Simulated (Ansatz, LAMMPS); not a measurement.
# Charge trapping in Mg2+ TFSI- in diglyme and a fluorinated ether (TTE) at 300 K (126 atoms)

Does an extra electron or hole in Mg2+ TFSI- in diglyme and a fluorinated ether (TTE) at 300 K (126 atoms) stay spread out, or do the atoms trap it?

Program: Ansatz 0.2.0. Level of theory: Kohn-Sham DFT, PBE+D4, PAW (set soft_2), plane waves. Values are calculated unless marked as measured.

## (1) The structure

The cell holds 126 atoms: 30 C, 15 O, 30 H, 44 F, 2 N, 4 S and 1 Mg. Cell: a = 11.307 Å, b = 11.307 Å, c = 11.307 Å, α = 90.0°, β = 90.0°, γ = 90.0°. 1 diglyme, 4 a fluorinated ether (TTE), 1 Mg2+, 2 TFSI- placed at random, at 1.89 g/cm³; overlaps pushed apart, then 10 ps at 550 K with divalent ions of Li, Roberts, Chakravorty and Merz (J. Chem. Theory Comput. 9, 2733 (2013)); MMFF94 bonds, angles, torsions, charges and radii (Halgren, J. Comput. Chem. 17, 490 (1996)) in harmonic and 12-6 forms; charges of ions scaled by 0.8. Snapshot after 30 ps at 300 K and fixed volume.

Limits known from the start: The network of contacts between molecules at the start is that of the classical potential that made the cell, and needn't be the one that DFT or experiment would give. Only the Γ point is sampled, in a cell whose shortest periodic width is 11 Å. The liquid is relaxed first, so the results are those of a frozen frame at zero temperature.

## (2) Single point at the start

A single point comes first, to see the forces before anything moves.

The input, input.yaml:

```yaml
crystal:
  lattice:
    - [11.30692, 0.0, 0.0]
    - [0.0, 11.30692, 0.0]
    - [0.0, 0.0, 11.30692]
  atoms:
    - { symbol: C, position: [0.17207, 0.07429, 0.22494] }
    - { symbol: O, position: [0.247, 0.16053, 0.17086] }
    - { symbol: C, position: [0.18946, 0.21438, 0.0678] }
    - { symbol: C, position: [0.09707, 0.30394, 0.10436] }
    - { symbol: O, position: [0.99558, 0.2454, 0.14824] }
    - { symbol: C, position: [0.91601, 0.33306, 0.19004] }
    - { symbol: C, position: [0.82135, 0.27807, 0.26854] }
    - { symbol: O, position: [0.74148, 0.19937, 0.20357] }
    - { symbol: C, position: [0.8012, 0.09179, 0.17251] }
    - { symbol: H, position: [0.12671, 0.02585, 0.15751] }
    - { symbol: H, position: [0.11261, 0.1246, 0.28149] }
    - { symbol: H, position: [0.22421, 0.02171, 0.28892] }
    - { symbol: H, position: [0.26456, 0.2634, 0.03228] }
    - { symbol: H, position: [0.1613, 0.14875, 0.00124] }
    - { symbol: H, position: [0.06042, 0.35706, 0.02596] }
    - { symbol: H, position: [0.13675, 0.36649, 0.16818] }
    - { symbol: H, position: [0.8764, 0.37873, 0.11422] }
    - { symbol: H, position: [0.96522, 0.39919, 0.24507] }
    - { symbol: H, position: [0.77045, 0.34398, 0.31428] }
    - { symbol: H, position: [0.86023, 0.22482, 0.33781] }
    - { symbol: H, position: [0.87804, 0.07261, 0.23354] }
    - { symbol: H, position: [0.82149, 0.09832, 0.07811] }
    - { symbol: H, position: [0.73902, 0.01902, 0.18753] }
    - { symbol: F, position: [0.20813, 0.99644, 0.68954] }
    - { symbol: C, position: [0.23343, 0.9204, 0.59838] }
    - { symbol: F, position: [0.22526, 0.99236, 0.49876] }
    - { symbol: C, position: [0.35919, 0.87211, 0.61208] }
    - { symbol: F, position: [0.44035, 0.96461, 0.62936] }
    - { symbol: F, position: [0.39703, 0.8084, 0.51857] }
    - { symbol: O, position: [0.35883, 0.79217, 0.71219] }
    - { symbol: C, position: [0.45615, 0.70721, 0.70601] }
    - { symbol: C, position: [0.5717, 0.77249, 0.71164] }
    [... 88 atom lines left out ...]
    - { symbol: O, position: [0.12715, 0.56502, 0.28618] }
    - { symbol: C, position: [0.94526, 0.62392, 0.40916] }
    - { symbol: F, position: [0.89498, 0.51728, 0.37996] }
    - { symbol: F, position: [0.84837, 0.69864, 0.40988] }
    - { symbol: F, position: [0.9805, 0.60963, 0.52707] }
    - { symbol: Mg, position: [0.56174, 0.07583, 0.65707] }
kpoints:
  mp_grid: { grid: [1, 1, 1] }
hamiltonian:
  xc: pbe
  dispersion: d4
scf:
  occupations: { method: gaussian, width: 0.05 }
output:
  forces: true
```

Command:

```bash
> ansatz run input.yaml --threads 4 --pin off --max-ram 8192MiB --backend cpu --events-out ev --progress --plain --runs-dir out
```

The program printed:

```text
Engine: ansatz 0.2.0, x86_64-unknown-linux-gnu
Pseudopotentials: kind: paw
Pseudopotential: C, paw, valence charge 4, recommended cutoff 420 eV (normal), C.paw.azcp
Pseudopotential: O, paw, valence charge 6, recommended cutoff 420 eV (normal), O.paw.azcp
Pseudopotential: H, paw, valence charge 1, recommended cutoff 420 eV (normal), H.paw.azcp
Pseudopotential: F, paw, valence charge 7, recommended cutoff 420 eV (normal), F.paw.azcp
Pseudopotential: N, paw, valence charge 5, recommended cutoff 420 eV (normal), N.paw.azcp
Pseudopotential: S, paw, valence charge 6, recommended cutoff 420 eV (normal), S.paw.azcp
Pseudopotential: Mg, paw, valence charge 10, recommended cutoff 420 eV (normal), Mg.paw.azcp
[... 5 lines on functional and potentials left out ...]
Crystal: 126 atoms, lattice volume = 1445.549 Å³
Basis set: ecut = 420 eV, 28257 PW (Γ), exchange–correlation on 160×160×160 points (8 copies of the dense FFT grid, shifted against one another)
Bands: 422, of which v1, the nominal top of the filled ones, is band 296 counted from 1 (295 counted from 0)
Symmetry: 1 space group operations
Space group: P1 (ITA 1), of the structure as read, at distance tolerance 1.1e-4 Å
k-points: 1
[... 15 lines on functional and potentials left out ...]
Initial density: superposition of atomic densities (neutral atoms: chi_scale 0, normalization atom), corrected by the library's trained network
Initial wavefunctions: pseudopotential atomic-orbital guess
Functional: x = pbe(κ = 0.804, μ = 0.219515), c = pbe(β = 0.066725)
SCF iter   1: F=—  HF=-58345.750385 eV  |F-HF|=—  |Δ(HF+E_count)|=         —  Δρ=7.05e-3  dr2=1.14e0  ethr=1.77e-3  ⟨swp⟩=7.0  Hψ=1797  notcnv=0  defer=99
preconditioner: auto → Resta (q_TF=auto, 2.351 Å⁻¹)  ε∞=2.6  [insulator: Δε(μ)=4.664 eV  Ē_g=18.422 eV  σ=0.050 eV  W_gap=1.00  n_scr=304 (ndim 8)  ℏωp=23.6 eV  f_vac=0.282  D(μ)=0.00/eV (n_scr^D=0)  ε∞_Penn≈2.6]
SCF iter   2: F=—  HF=-58345.400292 eV  |F-HF|=—  |Δ(HF+E_count)|=   3.50e-1  Δρ=3.65e-3  dr2=3.29e-1  ethr=1.92e-4  ⟨swp⟩=2.0  Hψ=511  notcnv=0  defer=120
SCF iter   3: F=—  HF=-58345.297267 eV  |F-HF|=—  |Δ(HF+E_count)|=   1.03e-1  Δρ=2.06e-3  dr2=9.82e-2  ethr=5.55e-5  ⟨swp⟩=2.0  Hψ=609  notcnv=0  defer=41
automatic band count: iteration 3 solves 343 bands in place of 422: the levels show a gap, and the empty bands left out lie too high to hold charge; the band table lists the bands solved (type scf.n_extra_bands for more)
SCF iter   4: F=—  HF=-58345.262093 eV  |F-HF|=—  |Δ(HF+E_count)|=   3.52e-2  Δρ=7.33e-4  dr2=1.10e-2  ethr=1.66e-5  ⟨swp⟩=2.0  Hψ=555  notcnv=0  defer=41
SCF iter   5: F=—  HF=-58345.259418 eV  |F-HF|=—  |Δ(HF+E_count)|=   2.68e-3  Δρ=4.50e-4  dr2=2.71e-3  ethr=1.85e-6  ⟨swp⟩=2.0  Hψ=667  notcnv=0  defer=41
SCF iter   6: F=—  HF=-58345.259021 eV  |F-HF|=—  |Δ(HF+E_count)|=   3.97e-4  Δρ=1.92e-4  dr2=4.92e-4  ethr=4.58e-7  ⟨swp⟩=3.0  Hψ=627  notcnv=0  defer=41
SCF iter   7: F=—  HF=-58345.258963 eV  |F-HF|=—  |Δ(HF+E_count)|=   5.74e-5  Δρ=4.74e-5  dr2=3.52e-5  ethr=8.31e-8  ⟨swp⟩=2.0  Hψ=547  notcnv=0  defer=41
SCF iter   8: F=—  HF=-58345.256158 eV  |F-HF|=—  |Δ(HF+E_count)|=   2.81e-3  Δρ=3.01e-5  dr2=1.13e-5  ethr=5.94e-9  ⟨swp⟩=2.0  Hψ=595  notcnv=0  defer=41
SCF iter   9: F=—  HF=-58345.256157 eV  |F-HF|=—  |Δ(HF+E_count)|=   7.42e-7  Δρ=8.25e-6  dr2=1.09e-6  ethr=1.91e-9  ⟨swp⟩=2.0  Hψ=592  notcnv=0  defer=41
SCF iter  10: F=—  HF=-58345.256157 eV  |F-HF|=—  |Δ(HF+E_count)|=   9.93e-8  Δρ=4.19e-6  dr2=2.55e-7  ethr=1.84e-10  ⟨swp⟩=2.0  Hψ=547  notcnv=0  defer=41
SCF iter  11: F=-58345.256157 eV  HF=-58345.256157 eV  |F-HF|=1.91e-8  |Δ(HF+E_count)|=   3.59e-8  Δρ=1.63e-6  dr2=3.98e-8  ethr=1.69e-11  ⟨swp⟩=4.0  Hψ=1231  notcnv=0
SCF 1 converged in 11 iterations: F = -58345.256157 eV  dr2 = 3.98e-8
  greatest PAW one-centre occupation: 1.000 electrons in one spin orbital (limit 2), on the Mg atom at site 125 (counted from 0), in its partial waves of l = 0
SCF converged after 11 iterations
Free energy (F): -58345.256157 eV
Harris-Foulkes:  -58345.256157 eV  (|F-HF|=1.91e-8)
Internal energy: -58345.256157 eV  (E = F + TS)
E sigma→0 (E₀):  -58345.256157 eV
Fermi energy:    3.505642 eV
--- Per-component energies (eV) ---
  E_band       = -5662.524210
  E_kinetic    = 15635.211290
  E_local      = -66698.804073  (includes V_loc(G=0)·N_el)
  E_nonlocal   = 5091.444544
  E_hartree    = 26301.063445
  E_xc         = -6833.494941
  E_vxc        = -8544.634313  (∫ρ·V_xc dr)
  E_paw        = -17134.248911  (= ΣΔE_a)
  E_vpaw       = -3747.959411  (= ΣTr[D̂ρ^β])
  E_aug_tail   = 0.086217  (compensation charges beyond the density's cutoff)
  E_ewald      = -14698.586921
  E_disp       = -7.926807  (pairwise vdW)
  E_smearing   = -0.000000  (= −TS)
  E_closure    = 0.000000  (closes the sum)
  Σ components = -58345.256157   (vs F -58345.256157, Δ=0.00e0)
--- Forces (eV/Å), atoms counted from 1 ---
  atom   1  C      0.65501573     1.04865655     1.37664015
  atom   2  O     -0.17448897    -0.34007888    -1.01041140
  atom   3  C      1.13493882     0.51675177     0.86310919
  atom   4  C     -0.97375425     0.04343366    -1.66611784
  atom   5  O      0.17852905     0.02270336     0.72371002
  atom   6  C     -0.23576105     0.06958606     1.01624067
  atom   7  C     -0.02157465    -0.94420695    -1.20227729
  atom   8  O      0.64392069     0.66273464     0.64709664
  atom   9  C     -0.22950035    -0.01120593     0.68020673
  atom  10  H     -0.48331182    -0.81833731    -0.25427250
  atom  11  H     -0.81254906    -0.26039061     0.05396487
  atom  12  H      0.04943437    -0.26606851    -0.69220236
  atom  13  H     -0.10908918     0.10472352    -0.46700701
  atom  14  H     -0.20209198    -0.08961139     0.31096915
[...]
atom 125  F     -0.41838168     0.31922588    -1.09924582
  atom 126  Mg     0.57298880    -0.04212877    -0.26334578
  max |Σ_I F_I| component: 1.60e-5 eV/Å
```

The job ended after 12 s (4 threads of Intel Xeon 6975P-C (Granite Rapids), shared host; peak memory 2.1 GiB).

The r.m.s. force at the start is 1.1 eV/Å.

## (3) Relaxation

The atoms are relaxed in the fixed cell, aiming at the force tolerance of the input.

The input, input.yaml:

```yaml
crystal:
  lattice:
    - [11.30692, 0.0, 0.0]
    - [0.0, 11.30692, 0.0]
    - [0.0, 0.0, 11.30692]
  atoms:
    [... the 126 atom lines of step 2 ...]
kpoints:
  mp_grid: { grid: [1, 1, 1] }
hamiltonian:
  xc: pbe
  dispersion: d4
scf:
  occupations: { method: gaussian, width: 0.05 }
output:
  forces: true
relax:
  f_tol: 0.06
  max_steps: 150
```

The program printed:

```text
[...]
Crystal: 126 atoms, lattice volume = 1445.549 Å³
Basis set: ecut = 420 eV, 28257 PW (Γ), exchange–correlation on 160×160×160 points (8 copies of the dense FFT grid, shifted against one another)
Bands: 422, of which v1, the nominal top of the filled ones, is band 296 counted from 1 (295 counted from 0)
Symmetry: 1 space group operations
[...]
k-points: 1
[...]
SCF iter   1: F=—  HF=-58345.750386 eV  |F-HF|=—  |Δ(HF+E_count)|=         —  Δρ=7.05e-3  dr2=1.14e0  ethr=1.77e-3  ⟨swp⟩=7.0  Hψ=1797  notcnv=0  defer=99
[...]
SCF iter   6: F=—  HF=-58345.256198 eV  |F-HF|=—  |Δ(HF+E_count)|=   3.50e-4  Δρ=1.94e-4  dr2=5.03e-4  ethr=4.44e-7  ⟨swp⟩=3.0  Hψ=556  notcnv=0  defer=120
SCF iter   7: F=-58345.256147 eV  HF=-58345.256149 eV  |F-HF|=1.78e-6  |Δ(HF+E_count)|=   4.87e-5  Δρ=4.86e-5  dr2=3.56e-5  ethr=1.52e-8  ⟨swp⟩=3.0  Hψ=1524  notcnv=0
SCF 1 converged in 7 iterations: F = -58345.256147 eV  dr2 = 3.56e-5
[...]
relax step   1: F+E_penalty+E_count = -58345.25614736 eV  Δ(F+E_penalty+E_count) = +0.000e0 eV  max|allowed force component| = 3.815e0 eV/Å  Δτ_max = 0.0000 Å  (7 SCF iters, dr2 threshold 9.00e-5 eV, accepted)
[...]
relax step   2: F+E_penalty+E_count = -58351.56103457 eV  Δ(F+E_penalty+E_count) = -6.305e0 eV  max|allowed force component| = 2.337e0 eV/Å  Δτ_max = 0.1983 Å  (7 SCF iters, dr2 threshold 1.00e-4 eV, accepted)
[...]
relax step   3: F+E_penalty+E_count = -58353.73553007 eV  Δ(F+E_penalty+E_count) = -2.174e0 eV  max|allowed force component| = 8.609e-1 eV/Å  Δτ_max = 0.1924 Å  (7 SCF iters, dr2 threshold 1.00e-4 eV, accepted)
relax step   4: F+E_penalty+E_count = -58354.35599118 eV  Δ(F+E_penalty+E_count) = -6.205e-1 eV  max|allowed force component| = 3.159e-1 eV/Å  Δτ_max = 0.1932 Å  (7 SCF iters, dr2 threshold 1.00e-4 eV, accepted)
relax step   5: F+E_penalty+E_count = -58354.66817760 eV  Δ(F+E_penalty+E_count) = -3.122e-1 eV  max|allowed force component| = 2.623e-1 eV/Å  Δτ_max = 0.1938 Å  (7 SCF iters, dr2 threshold 1.34e-5 eV, accepted)
relax step   6: F+E_penalty+E_count = -58354.87314345 eV  Δ(F+E_penalty+E_count) = -2.050e-1 eV  max|allowed force component| = 2.180e-1 eV/Å  Δτ_max = 0.1937 Å  (7 SCF iters, dr2 threshold 9.26e-6 eV, accepted)
relax step   7: F+E_penalty+E_count = -58354.99821203 eV  Δ(F+E_penalty+E_count) = -1.251e-1 eV  max|allowed force component| = 2.508e-1 eV/Å  Δτ_max = 0.1934 Å  (7 SCF iters, dr2 threshold 3.28e-5 eV, accepted)
relax step   8: F+E_penalty+E_count = -58355.05730702 eV  Δ(F+E_penalty+E_count) = -5.909e-2 eV  max|allowed force component| = 1.960e-1 eV/Å  Δτ_max = 0.1719 Å  (7 SCF iters, dr2 threshold 4.35e-5 eV, accepted)
relax step   9: F+E_penalty+E_count = -58355.10149354 eV  Δ(F+E_penalty+E_count) = -4.419e-2 eV  max|allowed force component| = 2.214e-1 eV/Å  Δτ_max = 0.1951 Å  (7 SCF iters, dr2 threshold 2.35e-5 eV, accepted)
relax step  10: F+E_penalty+E_count = -58355.12993027 eV  Δ(F+E_penalty+E_count) = -2.844e-2 eV  max|allowed force component| = 3.595e-1 eV/Å  Δτ_max = 0.1952 Å  (7 SCF iters, dr2 threshold 3.00e-5 eV, accepted)
relax step  11: F+E_penalty+E_count = -58355.15469448 eV  Δ(F+E_penalty+E_count) = -2.476e-2 eV  max|allowed force component| = 4.384e-1 eV/Å  Δτ_max = 0.1178 Å  (5 SCF iters, dr2 threshold 1.00e-4 eV, accepted)
relax step  12: F+E_penalty+E_count = -58355.18149543 eV  Δ(F+E_penalty+E_count) = -2.680e-2 eV  max|allowed force component| = 3.963e-1 eV/Å  Δτ_max = 0.1041 Å  (6 SCF iters, dr2 threshold 1.00e-4 eV, accepted)
relax step  13: F+E_penalty+E_count = -58355.21349068 eV  Δ(F+E_penalty+E_count) = -3.200e-2 eV  max|allowed force component| = 3.354e-1 eV/Å  Δτ_max = 0.1951 Å  (6 SCF iters, dr2 threshold 1.00e-4 eV, accepted)
relax step  14: F+E_penalty+E_count = -58355.23480169 eV  Δ(F+E_penalty+E_count) = -2.131e-2 eV  max|allowed force component| = 4.514e-1 eV/Å  Δτ_max = 0.1320 Å  (6 SCF iters, dr2 threshold 8.06e-5 eV, accepted)
relax step  15: F+E_penalty+E_count = -58355.26142640 eV  Δ(F+E_penalty+E_count) = -2.662e-2 eV  max|allowed force component| = 5.536e-1 eV/Å  Δτ_max = 0.1389 Å  (6 SCF iters, dr2 threshold 1.00e-4 eV, accepted)
relax step  16: F+E_penalty+E_count = -58355.29200351 eV  Δ(F+E_penalty+E_count) = -3.058e-2 eV  max|allowed force component| = 7.058e-1 eV/Å  Δτ_max = 0.1633 Å  (6 SCF iters, dr2 threshold 1.00e-4 eV, accepted)
relax step  17: F+E_penalty+E_count = -58355.32360615 eV  Δ(F+E_penalty+E_count) = -3.160e-2 eV  max|allowed force component| = 7.168e-1 eV/Å  Δτ_max = 0.1391 Å  (6 SCF iters, dr2 threshold 1.00e-4 eV, accepted)
relax step  18: F+E_penalty+E_count = -58355.35672029 eV  Δ(F+E_penalty+E_count) = -3.311e-2 eV  max|allowed force component| = 6.715e-1 eV/Å  Δτ_max = 0.1461 Å  (6 SCF iters, dr2 threshold 1.00e-4 eV, accepted)
[...]
relax step  23: F+E_penalty+E_count = -58355.49552955 eV  Δ(F+E_penalty+E_count) = -2.948e-2 eV  max|allowed force component| = 6.399e-1 eV/Å  Δτ_max = 0.1999 Å  (7 SCF iters, dr2 threshold 1.00e-4 eV, accepted)
relax step  24: F+E_penalty+E_count = -58355.52120391 eV  Δ(F+E_penalty+E_count) = -2.567e-2 eV  max|allowed force component| = 7.019e-1 eV/Å  Δτ_max = 0.1601 Å  (6 SCF iters, dr2 threshold 1.00e-4 eV, accepted)
[...]
relax step  35: F+E_penalty+E_count = -58355.76479722 eV  Δ(F+E_penalty+E_count) = -6.883e-3 eV  max|allowed force component| = 7.713e-2 eV/Å  Δτ_max = 0.0898 Å  (9 SCF iters, accepted)
relax step  36: F+E_penalty+E_count = -58355.77308273 eV  Δ(F+E_penalty+E_count) = -8.286e-3 eV  max|allowed force component| = 9.680e-2 eV/Å  Δτ_max = 0.1164 Å  (10 SCF iters, accepted)
[...]
relax step  51: F+E_penalty+E_count = -58356.01046644 eV  Δ(F+E_penalty+E_count) = -6.958e-3 eV  max|allowed force component| = 1.032e-1 eV/Å  Δτ_max = 0.1143 Å  (10 SCF iters, accepted)
relax step  52: F+E_penalty+E_count = -58356.01563837 eV  Δ(F+E_penalty+E_count) = -5.172e-3 eV  max|allowed force component| = 9.709e-2 eV/Å  Δτ_max = 0.0527 Å  (9 SCF iters, accepted)
[...]
relax step  54: F+E_penalty+E_count = -58356.01981486 eV  Δ(F+E_penalty+E_count) = -2.988e-6 eV  max|allowed force component| = 5.148e-2 eV/Å  Δτ_max = 0.0000 Å  (4 SCF iters, accepted)
relax step  55: F+E_penalty+E_count = -58356.02469292 eV  Δ(F+E_penalty+E_count) = -4.878e-3 eV  max|allowed force component| = 1.660e-1 eV/Å  Δτ_max = 0.1612 Å  (10 SCF iters, accepted)
[...]
relax step  61: F+E_penalty+E_count = -58356.05872799 eV  Δ(F+E_penalty+E_count) = -6.442e-3 eV  max|allowed force component| = 6.172e-2 eV/Å  Δτ_max = 0.1466 Å  (9 SCF iters, accepted)
relax step  62: F+E_penalty+E_count = -58356.06139327 eV  Δ(F+E_penalty+E_count) = -2.665e-3 eV  max|allowed force component| = 2.138e-1 eV/Å  Δτ_max = 0.1973 Å  (10 SCF iters, accepted)
[...]
relax step  65: F+E_penalty+E_count = -58356.09477410 eV  Δ(F+E_penalty+E_count) = -1.770e-2 eV  max|allowed force component| = 1.793e-1 eV/Å  Δτ_max = 0.1952 Å  (10 SCF iters, accepted)
[...]
relax step  73: F+E_penalty+E_count = -58356.21322136 eV  Δ(F+E_penalty+E_count) = -1.223e-2 eV  max|allowed force component| = 3.111e-1 eV/Å  Δτ_max = 0.1716 Å  (7 SCF iters, dr2 threshold 7.56e-6 eV, accepted)
relax step  74: F+E_penalty+E_count = -58356.22687999 eV  Δ(F+E_penalty+E_count) = -1.366e-2 eV  max|allowed force component| = 3.103e-1 eV/Å  Δτ_max = 0.0872 Å  (6 SCF iters, dr2 threshold 3.57e-5 eV, accepted)
relax step  75: F+E_penalty+E_count = -58356.24543698 eV  Δ(F+E_penalty+E_count) = -1.856e-2 eV  max|allowed force component| = 2.003e-1 eV/Å  Δτ_max = 0.1370 Å  (6 SCF iters, dr2 threshold 9.58e-5 eV, accepted)
relax step  76: F+E_penalty+E_count = -58356.25473982 eV  Δ(F+E_penalty+E_count) = -9.303e-3 eV  max|allowed force component| = 2.084e-1 eV/Å  Δτ_max = 0.0964 Å  (7 SCF iters, dr2 threshold 1.67e-5 eV, accepted)
relax step  77: F+E_penalty+E_count = -58356.26137292 eV  Δ(F+E_penalty+E_count) = -6.633e-3 eV  max|allowed force component| = 1.840e-1 eV/Å  Δτ_max = 0.0680 Å  (6 SCF iters, dr2 threshold 1.81e-5 eV, accepted)
relax step  78: F+E_penalty+E_count = -58356.26560485 eV  Δ(F+E_penalty+E_count) = -4.232e-3 eV  max|allowed force component| = 1.234e-1 eV/Å  Δτ_max = 0.0653 Å  (5 SCF iters, dr2 threshold 2.64e-5 eV, accepted)
relax step  79: F+E_penalty+E_count = -58356.26805947 eV  Δ(F+E_penalty+E_count) = -2.455e-3 eV  max|allowed force component| = 7.340e-2 eV/Å  Δτ_max = 0.0755 Å  (6 SCF iters, dr2 threshold 6.84e-6 eV, accepted)
relax step  80: F+E_penalty+E_count = -58356.26975624 eV  Δ(F+E_penalty+E_count) = -1.697e-3 eV  max|allowed force component| = 6.046e-2 eV/Å  Δτ_max = 0.0779 Å  (8 SCF iters, accepted)
relax step  81: F+E_penalty+E_count = -58356.27097760 eV  Δ(F+E_penalty+E_count) = -1.221e-3 eV  max|allowed force component| = 6.601e-2 eV/Å  Δτ_max = 0.0825 Å  (8 SCF iters, accepted)
relax step  82: F+E_penalty+E_count = -58356.27203902 eV  Δ(F+E_penalty+E_count) = -1.061e-3 eV  max|allowed force component| = 8.886e-2 eV/Å  Δτ_max = 0.0957 Å  (8 SCF iters, accepted)
relax step  83: F+E_penalty+E_count = -58356.27305479 eV  Δ(F+E_penalty+E_count) = -1.016e-3 eV  max|allowed force component| = 5.656e-2 eV/Å  Δτ_max = 0.0585 Å  (5 SCF iters, dr2 threshold 7.90e-6 eV, accepted)
relax step  84: F+E_penalty+E_count = -58356.27305740 eV  Δ(F+E_penalty+E_count) = -2.604e-6 eV  max|allowed force component| = 5.619e-2 eV/Å  Δτ_max = 0.0000 Å  (4 SCF iters, accepted)
relax step  85: F+E_penalty+E_count = -58356.27405805 eV  Δ(F+E_penalty+E_count) = -1.001e-3 eV  max|allowed force component| = 3.517e-2 eV/Å  Δτ_max = 0.0810 Å  (8 SCF iters, accepted)
[...]
relax step  86: F+E_penalty+E_count = -58356.27456910 eV  Δ(F+E_penalty+E_count) = -5.111e-4 eV  max|allowed force component| = 2.397e-2 eV/Å  Δτ_max = 0.0643 Å  (8 SCF iters, accepted)
SCF converged after 8 iterations
Free energy (F): -58356.274569 eV
[...]
Internal energy: -58356.274569 eV  (E = F + TS)
E sigma→0 (E₀):  -58356.274569 eV
Fermi energy:    3.311731 eV
[...]
Σ components = -58356.274569   (vs F -58356.274569, Δ=0.00e0)
--- Forces (eV/Å), atoms counted from 1 ---
  atom   1  C     -0.00399830     0.00189592     0.00446247
  atom   2  O     -0.00192830    -0.00126194     0.00212324
  atom   3  C      0.00143450     0.00203727     0.00032966
  atom   4  C     -0.00315798    -0.00372048     0.00254815
[...]
atom 126  Mg     0.00110296     0.00133122     0.00183942
  max |Σ_I F_I| component: 1.02e-4 eV/Å
--- Relaxed structure (86 steps of the walk, 86 accepted, 0 SCFs on fresh bases) ---
  F+E_penalty+E_count = -58356.27456910 eV   max|allowed force component| = 2.397e-2 eV/Å
  atoms:
    - { symbol: C, position: [0.136591, -0.00264568, 0.205452] }
    - { symbol: O, position: [0.203850, 0.098100, 0.167745] }
    - { symbol: C, position: [0.140164, 0.175970, 0.090652] }
    - { symbol: C, position: [0.071970, 0.271823, 0.153746] }
[...]
- { symbol: Mg, position: [0.601329, 0.058669, 0.683673] }
```

Elapsed: 13 min, on 4 threads; peak memory 2.2 GiB; 50 min of CPU time.

The relaxation converged after 86 steps, 11.0 eV below its start, with a largest force component of 0.024 eV/Å.

(Continued in part 2 of 5.)

[Long decimals in the printed logs are rounded to 6 places.]

[Logs are printed without paths, hosts, clocks, repeated set-up lines and the standing remarks that a program may print on its own settings, such as how far it seeks lower states.]

[Hosts, paths, dates, database ids (printed as entryN), source tags and the programs' standing remarks are cut or masked in the printed files.]

[The MMFF94 radii named for the starting cell were scaled by 0.96; in molecules described by MMFF94, hydrogen bound to N, O or S took a small fixed 12-6 site in their place.]
